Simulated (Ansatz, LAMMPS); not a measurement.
# Glassy 74P2O5-13Na2O-13CaO (mol %) (134 atoms): where an added charge goes: runs compared

Aim: add and remove one electron in glassy 74P2O5-13Na2O-13CaO (mol %) (134 atoms), with atoms held and relaxed, and read trapping energy and localisation.

Computed with Ansatz 0.2.0: Kohn-Sham DFT, PBE, PAW (set soft_2), plane waves.

### Step 1. The cell

The cell holds 134 atoms: 34 P, 6 Na, 3 Ca and 91 O. Its edges and angles: a = 12.324 Å, b = 12.324 Å, c = 12.324 Å, α = 90.0°, β = 90.0°, γ = 90.0°. 134 atoms (34 P, 6 Na, 3 Ca, 91 O) placed at random at 2.45 g/cm³, melted at 4000 K for 10 ps at fixed volume with the Morse and Coulomb pair potential with partial charges (Pedone, Malavasi, Menziani, Cormack and Segre, J. Phys. Chem. B 110, 11780 (2006)). Quenched from 4000 K to 300 K at 500 K/ps and fixed volume, held 10 ps at zero pressure.

What the set-up can't give: The quench rate of 500 K/ps is orders of magnitude faster than experiment, which tends to freeze in extra defects. The starting topology of bonds comes from the classical model, and needn't be the one that DFT or experiment would give. Sampling is at Γ alone, for a cell whose shortest periodic width is 12 Å.

### Step 2. The reference run

The reference is a single point at the end of the relaxation.

The charged cells start from the geometry of this run, on a uniform background, with spin and a narrow Fermi–Dirac smearing.

Its input, with most atom lines left out:

```yaml
crystal:
  lattice:
    - [12.32428, 0.0, 0.0]
    - [0.0, 12.32428, 0.0]
    - [0.0, 0.0, 12.32428]
  atoms:
    - { symbol: P, position: [0.18805, 0.72516, 0.0909] }
    - { symbol: P, position: [0.19413, 0.19633, 0.76663] }
    - { symbol: P, position: [0.78991, 0.59038, 0.89114] }
    - { symbol: P, position: [0.5371, 0.6889, 0.25089] }
    - { symbol: P, position: [0.79359, 0.39253, 0.31058] }
    - { symbol: P, position: [0.87603, 0.07198, 0.00649] }
    - { symbol: P, position: [0.1516, 0.8588, 0.28476] }
    [... atom lines 8 to 134 left out ...]
kpoints:
  mp_grid: { grid: [1, 1, 1] }
hamiltonian:
  xc: pbe
scf:
  occupations: { method: fixed }
output:
  forces: true
  stress: true
  populations: true
  dos:
    method: { smearing: { sigma: 0.08 } }
    de: 0.1
    projected: { site_lists: { Ca: [Ca], Na: [Na], O: [O], P: [P] } }
  eigenvalues: true
  write_density: true
  write_potential: true
  volumetric_format: npy
```

- free energy per atom: -684.6671 eV/atom
- r.m.s. force component: 0.01098 eV/Å
- pressure: -0.1048 GPa

Filled and empty levels are parted by 3.08 eV (at Γ alone); a semilocal functional tends to put such gaps too low. In a disordered cell it changes from sample to sample, and tail or defect levels can set it.

### Step 3. The runs

Each row is one run, on 4 threads of Intel Xeon Platinum 8488C (Sapphire Rapids), shared host. The free energy is the program's total, comparable only between runs with the same functional; between charge states it hangs on the program's zero of potential.

```tsv
run	atoms	outcome	relaxation steps	free energy (eV)	time	host memory (GiB)
Single point at the start	134	converged	-	-91724.639	19 s	2.7
Relaxation	134	converged	59	-91745.388	11 min	2.7
Single point at the relaxed geometry	134	converged	-	-91745.388	29 s	3.0
An extra electron, atoms held	134	converged	-	-91739.118	89 s	5.0
An extra electron, atoms relaxed	134	converged	20	-91740.072	8.4 min	4.9
An extra electron, levels at the relaxed geometry	134	converged	-	-91740.072	78 s	5.0
Neutral at the geometry of the electron	134	converged	-	-91743.516	33 s	2.9
An extra hole, atoms held	134	converged	-	-91748.064	2.2 min	5.0
An extra hole, atoms relaxed	134	converged	7	-91748.223	5.4 min	4.9
An extra hole, levels at the relaxed geometry	134	converged	-	-91748.223	2 min	5.0
Neutral at the geometry of the hole	134	converged	-	-91745.183	27 s	2.9
```

In some runs the program notes that the exchange-correlation potential is rough where the density is thin.

A closer look about P7, which holds the most spin of the extra electron after relaxation: 13 atoms, nearest first, numbered in the order of the input, with positions taken from that point.

```tsv
atom	x	y	z	distance (Å)	moment (μB)
P7	0.00	0.00	0.00	0.00	0.15
O51	-0.94	0.26	1.31	1.63	0.05
O47	1.06	1.23	0.29	1.65	0.01
O125	-0.99	0.70	-1.15	1.68	0.07
O111	1.08	-1.32	0.91	1.93	0.13
O107	1.26	-0.48	-1.77	2.22	0.08
P26	-2.36	-0.51	1.64	2.92	0.00
P1	0.61	-1.61	-2.52	3.05	0.00
P17	-2.27	1.69	-1.17	3.06	0.00
O79	-2.69	-1.46	0.52	3.10	0.00
O60	-0.48	-2.43	-1.93	3.14	0.00
P11	1.84	2.40	0.97	3.18	0.00
P28	1.02	-2.86	0.93	3.18	0.00
```

The surroundings of O103, which holds the most spin of the extra hole after relaxation, nearest first, numbered as they follow in the input and with coordinates relative to it.

```tsv
atom	x	y	z	distance (Å)	moment (μB)
O103	0.00	0.00	0.00	0.00	0.12
P5	1.18	-0.36	-0.90	1.53	0.00
O58	1.83	-1.68	-0.43	2.52	0.09
O50	0.58	-0.68	-2.40	2.56	0.05
O119	2.19	0.76	-1.09	2.56	0.02
Na38	-2.44	-0.94	-0.20	2.62	0.00
Na39	0.87	2.52	0.15	2.67	0.00
Na37	0.00	-2.89	0.63	2.95	0.00
```

### Step 4. Energies and spread of the extra charge

Energies are differences within one cell and functional; the shift is the gain plus the neutral cell's energy at the new geometry, that is how much cheaper the vertical process becomes there. The spread is the participation number of the site moments (1/Σw², over the spin inside atomic spheres), with the atom that holds the largest share and the spin that the spheres hold in all.

```tsv
carrier	charged less neutral, atoms held (eV)	gain on relaxing (eV)	neutral cell at that geometry, less the reference (eV)	shift of the vertical energy (eV)	spread, atoms held	spread, relaxed
electron	6.270	0.955	1.872	2.826	47; P7 7 % of 0.43 μB	5; P7 29 % of 0.54 μB
hole	-2.676	0.159	0.204	0.364	17; O128 10 % of 0.72 μB	10; O103 17 % of 0.73 μB
```

### Step 5. Outcome

The extra electron gains 0.95 eV as the atoms relax, and its spin goes from about 47 to 5 atoms: the atoms trap it, with the largest share on P7. The P7–O107 distance goes from 1.80 to 2.22 Å. With the atoms held, the spheres hold only 0.43 of the 0.99 μB, so the spread is read from a small part of the spin. The extra hole gains 0.16 eV as the atoms relax, and its spin goes from about 17 to 10 atoms: a partial localisation, with a modest gain. The O103–Na38 distance goes from 2.52 to 2.62 Å. The hole is shared among 2 partly filled levels, as near-degenerate levels under the smearing give, and as self-interaction favours. Adding the two vertical energies gives 3.59 eV, against a gap of 3.08 eV in the neutral cell. The zero of the potential cancels in this sum; the excess likely reflects the charging energy of carriers confined to few atoms or to a small cell, partly offset by their attraction to the background.

**Limits.** Single energies of charged cells hang on the program's zero of potential. In the spin-polarised runs the search for a state of lower energy was switched off. No distortion was seeded, so a trapped state behind a barrier can't be found. Semilocal functionals favour spread-out charges, so trapping can be missed. In the spin-polarised runs the search for a state of lower energy was switched off. Charged cells carry a uniform background, with no correction for images.

The DFT runs together took 34 min of wall time.

[Long decimals in the printed logs are rounded to 6 places.]

[Logs are printed without paths, hosts, clocks, repeated set-up lines and the standing remarks that a program may print on its own settings, such as how far it seeks lower states.]

[Hosts, paths, dates, database ids (printed as entryN), source tags and the programs' standing remarks are cut or masked in the printed files.]
